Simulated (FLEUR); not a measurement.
## NaCeS2: which magnetic order is lowest

Does NaCeS2 prefer parallel or opposed moments?

Method: LDA (Moruzzi-Janak-Williams) with U = 4.3 eV, J = 0.7 eV on Ce f; all-electron FLAPW, Dirac cores, scalar-relativistic bands, in FLEUR MaX-R8.1.

## (1) Starting point

Symmetry: P4/mmm, No. 123, tetragonal system. Conventional cell: a = 4.085 Å, b = 4.085 Å, c = 5.597 Å, α = 90.00°, β = 90.00°, γ = 90.00°. Nearest to Na lie 6 S at 2.80 to 2.89 Å. Ce has 6 S at 2.80 to 2.89 Å nearest. Nearest to S lie 2 Na at 2.80 Å and 4 Ce at 2.89 Å. S has 2 Ce at 2.80 Å and 4 Na at 2.89 Å nearest. Farther neighbours and most contacts between anions are not listed.

Coordinates:

```xyz
4
Lattice="4.0853 0.0000 0.0000 0.0000 4.0853 0.0000 0.0000 0.0000 5.5966" Properties=species:S:1:pos:R:3 pbc="T T T"
Na    0.0000    0.0000    0.0000
Ce    2.0427    2.0427    2.7983
S     0.0000    0.0000    2.7983
S     2.0427    2.0427    0.0000
```

The settings of this session are cheaper than careful work needs (see the inputs), so it shows what such settings give, not the properties of the crystal.

The cell comes from a database of computed structures and need not be the stable phase.

## (2) Run 1 (ferro +)

The parallel start is the test of whether parallel moments hold. A Hubbard U acts on the open shell, since semilocal functionals spread its electrons too much.

The file n_mmp_mat seeds the f occupations with whole cubic orbitals by Hund's first rule, so that the U acts from the first pass. inpgen writes inp.xml from crystal.txt; cutoffs, mixing, functional, smearing and local orbitals are then set in the file. The k list default-1 (kpts.xml, not shown) is a Γ-centred 4×4×4 mesh; where the ranks do not divide the number of points, some are split in two of half the weight.

Contents of inp.xml:

```
<?xml version="1.0" encoding="UTF-8" standalone="no"?>
<fleurInput fleurInputVersion="0.39">
   <comment>
      NaCeS2
   </comment>
   <calculationSetup>
      <cutoffs Kmax="3.6" Gmax="9.0" GmaxXC="9.0" numbands="0"/>
      <scfLoop itmax="130" minDistance="0.0001" maxIterBroyd="15" imix="Anderson" alpha="0.05" precondParam="0.0" spinf="2.0" sdNocoIR="T"/>
      <coreElectrons ctail="T" frcor="F" kcrel="0" coretail_lmax="0"/>
      <xcFunctional name="mjw" relativisticCorrections="F"/>
      <magnetism jspins="2"/>
      <soc l_soc="F" theta="0.0" phi="0.0" spav="F"/>
      <expertModes spex="0" secvar="F"/>
      <geometryOptimization l_f="F" forcealpha="1.0" forcemix="BFGS" epsdisp="0.00001" epsforce="0.00001"/>
      <ldaU l_linMix="F" mixParam="0.05" spinf="1.0"/>
   </calculationSetup>
   <cell>
      <bzIntegration valenceElectrons="33.0" mode="hist" fermiSmearingEnergy="0.00183747">
         <kPointListSelection listName="default-1"/>
         <xi:include xmlns:xi="http://www.w3.org/2001/XInclude" href="kpts.xml"> </xi:include>
      </bzIntegration>
      <xi:include xmlns:xi="http://www.w3.org/2001/XInclude" href="sym.xml"> </xi:include>
      <bulkLattice scale="1.0">
         <bravaisMatrix>
            <row-1>    7.7201548286121175     0.0000000000000000     0.0000000000000000</row-1>
            <row-2>    0.0000000000000000     7.7201548286121175     0.0000000000000000</row-2>
            <row-3>    0.0000000000000000     0.0000000000000000    10.5759580809868758</row-3>
         </bravaisMatrix>
      </bulkLattice>
   </cell>
   <atomSpecies>
      <species name="Sodium (Na)" element="Na" atomicNumber="11">
         <mtSphere radius="2.58" gridPoints="853" logIncrement="0.013"/>
         <atomicCutoffs lmax="10" lnonsphr="8"/>
         <electronConfig flipSpins="F">
            <coreConfig>(1s1/2)</coreConfig>
            <valenceConfig>(2s1/2) (2p1/2) (2p3/2) (3s1/2)</valenceConfig>
            <stateOccupation state="(3s1/2)" spinUp="0.500000" spinDown="0.500000"/>
         </electronConfig>
         <energyParameters s="3" p="3" d="3" f="4"/>
         <lo type="SCLO" l="0" n="2" eDeriv="0"/>
         <lo type="SCLO" l="1" n="2" eDeriv="0"/>
      </species>
      <species name="Cerium (Ce1.000" element="Ce" atomicNumber="58">
         <mtSphere radius="2.58" gridPoints="853" logIncrement="0.015"/>
         <atomicCutoffs lmax="10" lnonsphr="8"/>
         <electronConfig flipSpins="F">
            <coreConfig>(1s1/2) (2s1/2) (2p1/2) (2p3/2) (3s1/2) (3p1/2) (3p3/2) (4s1/2) (3d3/2) (3d5/2) (4p1/2) (4p3/2) (4d3/2) (4d5/2)</coreConfig>
            <valenceConfig>(5s1/2) (5p1/2) (5p3/2) (6s1/2) (5d3/2) (5d5/2) (4f5/2) (4f7/2)</valenceConfig>
            <stateOccupation state="(5d3/2)" spinUp="0.2" spinDown="0.2"/>
            <stateOccupation state="(5d5/2)" spinUp="0.3" spinDown="0.3"/>
            <stateOccupation state="(4f5/2)" spinUp="0.4285714285714" spinDown="0.0"/>
            <stateOccupation state="(4f7/2)" spinUp="0.5714285714286" spinDown="0.0"/>
         </electronConfig>
         <energyParameters s="6" p="6" d="5" f="4"/>
         <ldaU l="3" U="4.3" J="0.7" l_amf="F"/>
         <lo type="SCLO" l="0" n="5" eDeriv="0"/>
         <lo type="SCLO" l="1" n="5" eDeriv="0"/>
      </species>
      <species name="Sulfur (S)" element="S" atomicNumber="16">
         <mtSphere radius="2.58" gridPoints="853" logIncrement="0.014"/>
         <atomicCutoffs lmax="10" lnonsphr="8"/>
         <electronConfig flipSpins="F">
            <coreConfig>(1s1/2) (2s1/2) (2p1/2) (2p3/2)</coreConfig>
            <valenceConfig>(3s1/2) (3p1/2) (3p3/2)</valenceConfig>
            <stateOccupation state="(3p1/2)" spinUp="0.666667" spinDown="0.666667"/>
            <stateOccupation state="(3p3/2)" spinUp="1.333333" spinDown="1.333333"/>
         </electronConfig>
         <energyParameters s="3" p="3" d="3" f="4"/>
      </species>
   </atomSpecies>
   <atomGroups>
      <atomGroup species="Sodium (Na)">
         <relPos label="                   1">.0000000000 .0000000000 .0000000000</relPos>
         <force calculate="T" relaxXYZ="TTT"/>
      </atomGroup>
      <atomGroup species="Cerium (Ce1.000">
         <relPos label="                   2">1.000/2.000 1.000/2.000 1.000/2.000</relPos>
         <force calculate="T" relaxXYZ="TTT"/>
      </atomGroup>
      <atomGroup species="Sulfur (S)">
         <relPos label="                   3">.0000000000 .0000000000 1.000/2.000</relPos>
         <force calculate="T" relaxXYZ="TTT"/>
      </atomGroup>
      <atomGroup species="Sulfur (S)">
         <relPos label="                   4">1.000/2.000 1.000/2.000 .0000000000</relPos>
         <force calculate="T" relaxXYZ="TTT"/>
      </atomGroup>
   </atomGroups>
   <output dos="F" band="F" slice="F">
      <bandDOS minEnergy="-.5*Htr" maxEnergy="0.5*Htr" sigma="0.015" storeEVData="T"/>
      <plotting iplot="0" polar="F">
         <plot TwoD="T" vec1="  1.0  0.0  0.0" vec2="  0.0  1.0  0.0" vec3="  0.0  0.0  1.0" zero="  0.0  0.0  0.0" file="plot"/>
      </plotting>
      <moessbauerParams electricFieldGradient="F" isomerShift="F" coreHyperfine="F" valenceHyperfine="F"/>
   </output>
</fleurInput>
```

Contents of crystal.txt:

```
NaCeS2
&input film=F cartesian=F /
4.08533000000  0.00000000000  0.00000000000
0.00000000000  4.08533000000  0.00000000000
0.00000000000  0.00000000000  5.59655600000
1.8897261246
1.0 1.0 1.0

4
11 0.00000000000  0.00000000000  0.00000000000
58 0.50000000000  0.50000000000  0.50000000000 : 1.000
16 0.00000000000  0.00000000000  0.50000000000
16 0.50000000000  0.50000000000  0.00000000000

&kpt div1=4 div2=4 div3=4 gamma=T /
```

On the command line:

```sh
OMP_NUM_THREADS=1 inpgen -f crystal.txt > inpgen.log  # inp.xml is then edited as shown
OMP_NUM_THREADS=1 mpirun -n 4 fleur_MPI > fleur.log
```

Log:

```text
Welcome to FLEUR        (www.flapw.de)
      MaX-Release 8.1          (www.max-centre.eu)

 ========== k-point set info ==========
 Selected k-point list: default-1
 k-point list type: mesh
 0 x 0 x 0
 Number of k points: 20

 ------------Calculation Setup---------------------------
 Number of MPI-tasks      :            4
 Number of PE/node        :            4
 Number of OMP-threads    :            1
 k-points in parallel     :            4
 pe's per k-point         :            1
 No of k-point loops      :            5
 Eigenvalue solver        :       lapack
 Number of basis functions:          529
 Approximate size of matrices (H+S) per k-point:         0.004 GB
 --------------------------------------------------------
 Iteration:     1   Distance:      14.47341270 me/bohr^3
 Iteration:     2   Distance:      13.58461596 me/bohr^3
 Iteration:     3   Distance:       8.15586392 me/bohr^3
 Iteration:     4   Distance:       9.28518636 me/bohr^3
 Iteration:     5   Distance:       1.93783105 me/bohr^3
 Iteration:     6   Distance:       1.77648330 me/bohr^3
 Iteration:     7   Distance:       1.32504538 me/bohr^3
 Iteration:     8   Distance:       0.36828426 me/bohr^3
 Iteration:     9   Distance:       0.17858102 me/bohr^3
 Iteration:    10   Distance:       0.11377148 me/bohr^3
 Iteration:    11   Distance:       0.04949770 me/bohr^3
 Iteration:    12   Distance:       0.04414498 me/bohr^3
 Iteration:    13   Distance:       0.02447999 me/bohr^3
 Iteration:    14   Distance:       0.01613544 me/bohr^3
 Iteration:    15   Distance:       0.01310049 me/bohr^3
 Iteration:    16   Distance:       0.01224372 me/bohr^3
 Iteration:    17   Distance:       0.01096865 me/bohr^3
 Iteration:    18   Distance:       0.00322849 me/bohr^3
 Iteration:    19   Distance:       0.00156690 me/bohr^3
 Iteration:    20   Distance:       0.00152710 me/bohr^3
 Iteration:    21   Distance:       0.00030529 me/bohr^3
 Iteration:    22   Distance:       0.00011334 me/bohr^3
 Iteration:    23   Distance:       0.00017216 me/bohr^3
 Iteration:    24   Distance:       0.00002593 me/bohr^3

 ********************************************************************
 Run finished successfully
 Stop message:
   all done
 ********************************************************************

--- out.xml (last complete iteration) ---
<iteration numberForCurrentRun="   24" overallNumber="   24">
         [... left out ...]
         <bandgap value="0.1237508876" units="eV"/>
         <sumValenceSingleParticleEnergies value="-11.5016715253" units="Htr"/>
         <FermiEnergy value="0.1728280501" units="Htr"/>
         <valenceDensity>
            <mtCharges spin="1">
               <mtCharge atomType="1" total="4.1520225" s="1.0565329" p="3.0557941" d="0.0322885" f="0.0058426"/>
               <mtCharge atomType="2" total="5.0585599" s="1.0019242" p="2.7560041" d="0.2695116" f="1.0286211"/>
               <mtCharge atomType="3" total="2.7974450" s="0.8705965" p="1.8991022" d="0.0207379" f="0.0050345"/>
               <mtCharge atomType="4" total="2.7625380" s="0.8708272" p="1.8734338" d="0.0128543" f="0.0040368"/>
            </mtCharges>
            <mtCharges spin="2">
               <mtCharge atomType="1" total="4.1524124" s="1.0568137" p="3.0559463" d="0.0322167" f="0.0058697"/>
               <mtCharge atomType="2" total="4.0770377" s="1.0006811" p="2.7496955" d="0.2554674" f="0.0686630"/>
               <mtCharge atomType="3" total="2.8085982" s="0.8714852" p="1.9130608" d="0.0177784" f="0.0045754"/>
               <mtCharge atomType="4" total="2.7783572" s="0.8715716" p="1.8888123" d="0.0127487" f="0.0039110"/>
            </mtCharges>
            <spinDependentCharge spin="1" total="16.9966221" interstitial="2.2260566" mtSpheres="14.7705654"/>
            <spinDependentCharge spin="2" total="16.0033779" interstitial="2.1869725" mtSpheres="13.8164054"/>
            <totalCharge value="33.0000000000"/>
         </valenceDensity>
         [... left out ...]
         <allElectronCharges>
            <spinDependentCharge spin="1" total="50.9966221" interstitial="2.2262876" mtSpheres="48.7703345"/>
            <spinDependentCharge spin="2" total="50.0033779" interstitial="2.1872081" mtSpheres="47.8161698"/>
            <totalCharge value="100.9999999767"/>
         </allElectronCharges>
         <magneticMomentsInMTSpheres units="muBohr">
            <globalMagMoment atomType="1" vec="0.00000   0.00000  -0.00039"/>
            <localMagMoment atomType="1" vec="0.00000   0.00000  -0.00039"/>
            <globalMagMoment atomType="2" vec="0.00000   0.00000   0.98153"/>
            <localMagMoment atomType="2" vec="0.00000   0.00000   0.98153"/>
            <globalMagMoment atomType="3" vec="0.00000   0.00000  -0.01115"/>
            <localMagMoment atomType="3" vec="0.00000   0.00000  -0.01115"/>
            <globalMagMoment atomType="4" vec="0.00000   0.00000  -0.01582"/>
            <localMagMoment atomType="4" vec="0.00000   0.00000  -0.01582"/>
         </magneticMomentsInMTSpheres>
         <moessbauerParams unitsHFF="kG" unitsIS="e/bohr^3" unitsEFG="Htr/bohr^2">
         </moessbauerParams>
         <totalEnergy value="    -9816.5412709606" units="Htr">
            <sumOfEigenvalues value="    -5998.3905898082">
               <coreElectrons value="-5986.8889182829"/>
               <valenceElectrons value="-11.5016715253"/>
            </sumOfEigenvalues>
            <densityCoulombPotentialIntegral value="-16108.1041214227"/>
            <densityEffectivePotentialIntegral value="-16460.6016512629"/>
            <chargeDenXCDenIntegral value="-266.0110110529"/>
            <FockExchangeEnergyValence value="0.0000000000"/>
            <FockExchangeEnergyCore value="0.0000000000"/>
            <atomTypeDependentContributions atomType="1">
               <electronNucleiInteractionDifferentMTs value="193.9536636745"/>
               <MadelungTerm value="-3.0690360271"/>
            </atomTypeDependentContributions>
            <atomTypeDependentContributions atomType="2">
               <electronNucleiInteractionDifferentMTs value="10770.8861211261"/>
               <MadelungTerm value="-33.5398174334"/>
            </atomTypeDependentContributions>
            <atomTypeDependentContributions atomType="3">
               <electronNucleiInteractionDifferentMTs value="475.3335984234"/>
               <MadelungTerm value="-3.1669324024"/>
            </atomTypeDependentContributions>
            <atomTypeDependentContributions atomType="4">
               <electronNucleiInteractionDifferentMTs value="475.0413773524"/>
               <MadelungTerm value="-3.7590962215"/>
            </atomTypeDependentContributions>
            <dftUCorrection value="-0.0603820098"/>
            <tkbTimesEntropy value="0.0001607643"/>
            <freeEnergy value="-9816.5414317248"/>
            <extrapolationTo0K value="-9816.5413513427"/>
         </totalEnergy>
         <ldaUDensityMatrix>
            <densityMatrixFor spin="1" atomType="2" uIndex="1" l="3" U="4.30000000" J="0.70000000">
               (+0.00898,+0.00000) (+0.00000,+0.00000) (+0.00000,+0.00000) (+0.00000,+0.00000) (-0.00373,+0.00000) (+0.00000,+0.00000) (+0.00000,+0.00000)
               (+0.00000,+0.00000) (+0.47594,+0.00000) (+0.00000,+0.00000) (+0.00000,+0.00000) (+0.00000,+0.00000) (-0.47561,+0.00000) (+0.00000,+0.00000)
               (+0.00000,+0.00000) (+0.00000,+0.00000) (+0.01304,+0.00000) (+0.00000,+0.00000) (+0.00000,+0.00000) (+0.00000,+0.00000) (-0.00373,+0.00000)
               (+0.00000,+0.00000) (+0.00000,+0.00000) (+0.00000,+0.00000) (+0.03271,+0.00000) (+0.00000,+0.00000) (+0.00000,+0.00000) (+0.00000,+0.00000)
               (-0.00373,+0.00000) (+0.00000,+0.00000) (+0.00000,+0.00000) (+0.00000,+0.00000) (+0.01304,+0.00000) (+0.00000,+0.00000) (+0.00000,+0.00000)
               (+0.00000,+0.00000) (-0.47561,+0.00000) (+0.00000,+0.00000) (+0.00000,+0.00000) (+0.00000,+0.00000) (+0.47594,+0.00000) (+0.00000,+0.00000)
               (+0.00000,+0.00000) (+0.00000,+0.00000) (-0.00373,+0.00000) (+0.00000,+0.00000) (+0.00000,+0.00000) (+0.00000,+0.00000) (+0.00898,+0.00000)
            </densityMatrixFor>
            <densityMatrixFor spin="2" atomType="2" uIndex="1" l="3" U="4.30000000" J="0.70000000">
               (+0.00869,+0.00000) (+0.00000,+0.00000) (+0.00000,+0.00000) (+0.00000,+0.00000) (-0.00444,+0.00000) (+0.00000,+0.00000) (+0.00000,+0.00000)
               (+0.00000,+0.00000) (+0.00179,+0.00000) (+0.00000,+0.00000) (+0.00000,+0.00000) (+0.00000,+0.00000) (-0.00147,+0.00000) (+0.00000,+0.00000)
               (+0.00000,+0.00000) (+0.00000,+0.00000) (+0.01192,+0.00000) (+0.00000,+0.00000) (+0.00000,+0.00000) (+0.00000,+0.00000) (-0.00444,+0.00000)
               (+0.00000,+0.00000) (+0.00000,+0.00000) (+0.00000,+0.00000) (+0.02386,+0.00000) (+0.00000,+0.00000) (+0.00000,+0.00000) (+0.00000,+0.00000)
               (-0.00444,+0.00000) (+0.00000,+0.00000) (+0.00000,+0.00000) (+0.00000,+0.00000) (+0.01192,+0.00000) (+0.00000,+0.00000) (+0.00000,+0.00000)
               (+0.00000,+0.00000) (-0.00147,+0.00000) (+0.00000,+0.00000) (+0.00000,+0.00000) (+0.00000,+0.00000) (+0.00179,+0.00000) (+0.00000,+0.00000)
               (+0.00000,+0.00000) (+0.00000,+0.00000) (-0.00444,+0.00000) (+0.00000,+0.00000) (+0.00000,+0.00000) (+0.00000,+0.00000) (+0.00869,+0.00000)
            </densityMatrixFor>
         </ldaUDensityMatrix>
         <ldaUDensityMatrixConvergence>
            <distance spin="1" distance="0.000001"/>
            <distance spin="2" distance="0.000000"/>
         </ldaUDensityMatrixConvergence>
         <densityConvergence units="me/bohr^3">
            <chargeDensity spin="1" distance="0.0000169666"/>
            <chargeDensity spin="2" distance="0.0000120302"/>
            <overallChargeDensity distance="0.0000259255"/>
            <spinDensity distance="0.0000138944"/>
         </densityConvergence>
      </iteration>
```

Wall time 37 s (4 MPI ranks of AMD EPYC 7R43, shared host); peak memory 0.35 GiB; 2.5 min of CPU time.

Spin moment in the muffin-tin sphere by atom:

```tsv
atom	spin moment in the muffin-tin sphere (μB)
Na1	0.000
Ce2	0.982
S3	-0.011
S4	-0.016
```

Numbers from this step:

- free energy: -267121.7005 eV
- program's band gap on this mesh (in a metal only a level spacing): 0.1238 eV
- magnetization: 0.9932 μB
- final state: ferromagnetic

After 24 cycles the largest moment stands at 0.982 μB.

(Continued in part 2 of 4.)

[Logs and program files are shortened in this print: banners, set-up blocks, solver, clock and traceback lines can be left out without a mark of their own.]

[Logs are printed without paths, hosts, clocks, repeated set-up lines and the standing remarks that a program may print on its own settings, such as how far it seeks lower states.]

[Hosts, paths, dates, database ids (printed as entryN), source tags and the programs' standing remarks are cut or masked in the printed files.]

[Where a cell is said to come from a database of computed structures, the database is the Materials Project.]
